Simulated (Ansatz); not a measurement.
# BN (P6_3/mmc): given cell or relaxed cell?

Aim: gaps of BN (P6_3/mmc) at the database cell and after a full relaxation.

Program: Ansatz 0.2.0. Level of theory: PBE, HSE06 and G0W0, plane waves, PAW. Values are calculated unless marked as measured.

Report form: inputs, costs, results and the conclusion, without the logs.

The database entry behind the starting cell differs from other determinations of this structure, so it need not match the best structure at room temperature.

### 1. The system as given

It takes space group P6_3/mmc (No. 194, hexagonal). Conventional cell: a = 2.498 Å, b = 2.498 Å, c = 6.636 Å, α = 90.00°, β = 90.00°, γ = 120.00°. Nearest to B lie 3 N at 1.44 Å. Nearest to N lie 3 B at 1.44 Å. Farther neighbours, and contacts between anions beyond the nearest, are not listed.

The cell and positions come from the Crystallography Open Database and are kept as given unless a step says otherwise. The runs that relaxed it are not among those shown. The default PAW set here is soft_2. Its files were made with PBE.

### 2. PBE bands at the given cell

The cheap functional maps the bands first; the places of the edges decide which points the dearer methods must see.

This step: DFT, PBE, plane waves, PAW.

Contents of input.yaml:

```yaml
crystal:
  lattice:
    - [2.49824, 0.0, 0.0]
    - [-1.24912, 2.1635393048, 0.0]
    - [0.0, 0.0, 6.6357]
  atoms:
    - { symbol: B, position: [0.3333333333, 0.6666666667, 0.25] }
    - { symbol: B, position: [0.6666666667, 0.3333333333, 0.75] }
    - { symbol: "N", position: [0.3333333333, 0.6666666667, 0.75] }
    - { symbol: "N", position: [0.6666666667, 0.3333333333, 0.25] }
kpoints:
  mp_grid: { grid: [12, 12, 4] }
  band_path:
    path:
      - [[0.0, 0.0, 0.0], [0.5, 0.0, 0.0], [0.33333333, 0.33333333, 0.0], [0.0, 0.0, 0.0], [0.0, 0.0, 0.5], [0.5, 0.0, 0.5], [0.33333333, 0.33333333, 0.5], [0.0, 0.0, 0.5]]
      - [[0.5, 0.0, 0.5], [0.5, 0.0, 0.0]]
      - [[0.33333333, 0.33333333, 0.5], [0.33333333, 0.33333333, 0.0]]
    npoints: 10
hamiltonian:
  xc: pbe
scf:
  occupations: { method: fermi_dirac, width: 0.02 }
  n_extra_bands: 5
output:
  eigenvalues: true
  write_density: true
  write_potential: true
  elf: true
  volumetric_format: npy
```

The run is started by

```bash
$ ansatz run input.yaml --threads 2 --pin off --max-ram 92160MiB --backend cuda --events-out ev --progress --plain --runs-dir out --devices 1 --max-vram 13GiB
```

It took 3.2 s on 1 × NVIDIA H100 80GB HBM3 (shared by 6 runs) with 2 threads of AMD EPYC 7R13 (Zen 3), shared host; peak memory 0.89 GiB.

This step gave:

- filled bands: 8
- gap: 4.252 eV
- valence top at: k = (0.300, 0.300, 0.000)
- conduction bottom at: M
- least direct gap: 4.664 eV

The gap is indirect, with the least direct gap 0.41 eV higher.

### 3. The relaxed cell

Cell and ions were relaxed with PBE-D3(BJ); that run is not shown. It left this cell:

The structure is hexagonal, space group P6_3/mmc (No. 194). The conventional cell has a = 2.506 Å, b = 2.506 Å, c = 6.615 Å, α = 90.00°, β = 90.00°, γ = 120.00°. Nearest to B lie 3 N at 1.45 Å. Nearest to N lie 3 B at 1.45 Å. Farther neighbours, and contacts between anions beyond the nearest, are not listed.

### 4. PBE at the relaxed cell

The cell differs from the one that the last finished run ended in (a 2.498 → 2.506 Å, b 2.498 → 2.506 Å, c 6.636 → 6.615 Å).

input.yaml: that of step 2 with these lines changed.

```diff
@@ -2,5 +2,5 @@
   lattice:
-    - [2.49824, 0.0, 0.0]
-    - [-1.24912, 2.1635393048, 0.0]
-    - [0.0, 0.0, 6.6357]
+    - [2.5064457758, 0.0, 0.0]
+    - [-1.2532228879, 2.1706457151, 0.0]
+    - [0.0, 0.0, 6.6147398685]
   atoms:
@@ -25,5 +25 @@
   eigenvalues: true
-  write_density: true
-  write_potential: true
-  elf: true
-  volumetric_format: npy
```

Wall time 4.2 s (1 × NVIDIA H100 80GB HBM3 (shared by 6 runs) with 2 threads); peak memory 0.88 GiB.

Numbers from this step:

```
gap                  : 4.227 eV
valence top at       : k = (0.300, 0.300, 0.000)
conduction bottom at : M
least direct gap     : 4.638 eV
```

The gap is indirect, with the least direct gap 0.41 eV higher.

### 5. HSE06 at the relaxed cell

The screened hybrid is the usual rung above semilocal functionals: a quarter of exact exchange, cut off beyond a few ångström.

This step: DFT, HSE06, plane waves, PAW.

input.yaml, the sections that differ from step 4:

```yaml
kpoints:
  mp_grid: { grid: [6, 6, 2] }
  band_path:
    path:
      - [0.0, 0.0, 0.0]
      - [0.5, 0.0, 0.0]
      - [0.33333333, 0.33333333, 0.0]
      - [0.0, 0.0, 0.5]
      - [0.5, 0.0, 0.5]
      - [0.33333333, 0.33333333, 0.5]
      - [0.299999997, 0.299999997, 0.0]
    npoints: 1
hamiltonian:
  xc: hse06
scf:
  occupations: { method: fixed }
  n_extra_bands: 5
# crystal, output: as in step 4
```

The job ended after 7.2 s (1 × NVIDIA H100 80GB HBM3 (shared by 6 runs) with 2 threads; peak memory 1.1 GiB).

Numbers from this step:

```
gap                  : 5.534 eV
valence top at       : k = (0.300, 0.300, 0.000)
conduction bottom at : M
least direct gap     : 6.046 eV
```

The gap stands +1.31 eV against PBE.

### 6. G0W0 at the relaxed cell

G0W0 replaces the xc potential by the self-energy, built once from these orbitals. Only a window of levels is corrected, while the sums run over the empty bands that the input names.

This step: G0W0 on PBE, plane waves, PAW.

Contents of input.yaml:

```yaml
crystal:
  lattice:
    - [2.5064457758, 0.0, 0.0]
    - [-1.2532228879, 2.1706457151, 0.0]
    - [0.0, 0.0, 6.6147398685]
  atoms:
    - { symbol: B, position: [0.3333333333, 0.6666666667, 0.25] }
    - { symbol: B, position: [0.6666666667, 0.3333333333, 0.75] }
    - { symbol: "N", position: [0.3333333333, 0.6666666667, 0.75] }
    - { symbol: "N", position: [0.6666666667, 0.3333333333, 0.25] }
kpoints:
  mp_grid: { grid: [9, 9, 2] }
hamiltonian:
  xc: pbe
scf:
  occupations: { method: fixed }
gw:
  n_empty_bands: 107
  ecut_chi: 120
  qp_bands: [v2, c2]
  qp_kpoints: band_edges
  screening: { model: contour_deformation }
```

The job ended after 12 s (1 × NVIDIA H100 80GB HBM3 (shared by 6 runs) with 2 threads; peak memory 1.1 GiB).

This step gave:

```yaml
bands_summed: 115
rpa_eps_infinity_on_this_mesh_eigenvalues: 2.553, 4.579, 4.579
plane_waves_in_the_screening_matrix: 107
g0w0_gap_on_the_mesh: 5.885 eV
k_of_the_valence_top: 0.3333, 0.3333, -0.5
k_of_the_conduction_bottom: 0.1111, 0.4444, 0
starting_gap_on_the_mesh: 4.391 eV
least_direct_g0w0_gap_on_the_computed_points: 6.207 eV
```

The gap on the mesh goes from 4.39 eV to 5.88 eV, a correction of +1.49 eV. Between the two edge states, bare exchange in place of the xc potential would open the gap by 8.50 eV, and correlation takes back 7.01 eV. The start differs from the 4.23 eV found before because this mesh misses an edge.

### 7. G0W0 at the given cell

input.yaml: that of step 6 with these lines changed.

```diff
@@ -2,5 +2,5 @@
   lattice:
-    - [2.5064457758, 0.0, 0.0]
-    - [-1.2532228879, 2.1706457151, 0.0]
-    - [0.0, 0.0, 6.6147398685]
+    - [2.49824, 0.0, 0.0]
+    - [-1.24912, 2.1635393048, 0.0]
+    - [0.0, 0.0, 6.6357]
   atoms:
```

Elapsed: 12 s, on 1 × NVIDIA H100 80GB HBM3 (shared by 6 runs) with 2 threads; peak memory 1.1 GiB; 17 s of CPU time.

Read from the output:

- bands summed: 115
- RPA ε∞ on this mesh (eigenvalues): 2.533, 4.558, 4.558
- plane waves in the screening matrix: 107
- G0W0 gap on the mesh: 5.919 eV
- k of the valence top: 0.3333, 0.3333, -0.5
- k of the conduction bottom: 0.1111, 0.4444, 0
- starting gap on the mesh: 4.413 eV
- least direct G0W0 gap on the computed points: 6.258 eV

The gap on the mesh goes from 4.41 eV to 5.92 eV, a correction of +1.51 eV. Between the two edge states, bare exchange in place of the xc potential would open the gap by 8.50 eV, and correlation takes back 6.99 eV. The start differs from the 4.25 eV found before because this mesh misses an edge.

### 8. Together

G0W0 rows are gaps on the mesh, lowered where the mesh misses an edge of the band path.

| level | given cell (eV) | relaxed cell (eV) | change (eV) |
| --- | --- | --- | --- |
| PBE | 4.25 | 4.23 | −0.02 |
| HSE06 | - | 5.53 | - |
| G0W0@PBE | 5.76 | 5.72 | −0.04 |

### 9. Outcome

* volume change: +0.3 %
* PBE, given cell: 4.25 eV
* PBE, relaxed cell: 4.23 eV
* HSE06, relaxed cell: 5.53 eV
* G0W0@PBE, relaxed cell: 5.72 eV
* G0W0@PBE, given cell: 5.76 eV
* known limits: short of the basis limit; coarse k mesh

In words: Relaxation changes the volume by +0.3 % and the gap by −0.02 eV (PBE) and −0.04 eV (G0W0@PBE). Bands and cutoff are finite, so the gap stands short of the basis limit, usually by up to a few tenths of an eV; the mesh is an error of its own. The 9×9×2 mesh is coarse for this cell (its supercell is 13 Å along the shortest edge). The RPA ε∞ on it, from the PBE start, is 2.53 and 4.56; such meshes misread the long-range screening, most where the gap is narrow.

[Long decimals in the printed logs are rounded to 6 places.]

[Logs are printed without paths, hosts, clocks, repeated set-up lines and the standing remarks that a program may print on its own settings, such as how far it seeks lower states.]

[Paths, hosts, dates, memory and timing lines, banners, echoed tables and standing remarks are left out of the program output; an Ansatz launch command may be rebuilt from the run's recorded settings. Measured values are a selection of at most five: reports struck by readers or far from the other reports are left out. None is set beside runs whose start may be inverted or whose files or cutoffs have a known fault.]

[Runs of the session that timed out or met a known fault of the program may be left out.]

[Cells called generated may have been cut or substituted from an entry of the Crystallography Open Database or the Materials Project.]

[Hosts, paths, dates, database ids (printed as entryN), source tags and the programs' standing remarks are cut or masked in the printed files.]

[Where the starting crystal was built by hand or by swapping elements, it need not be the compound's stable phase.]
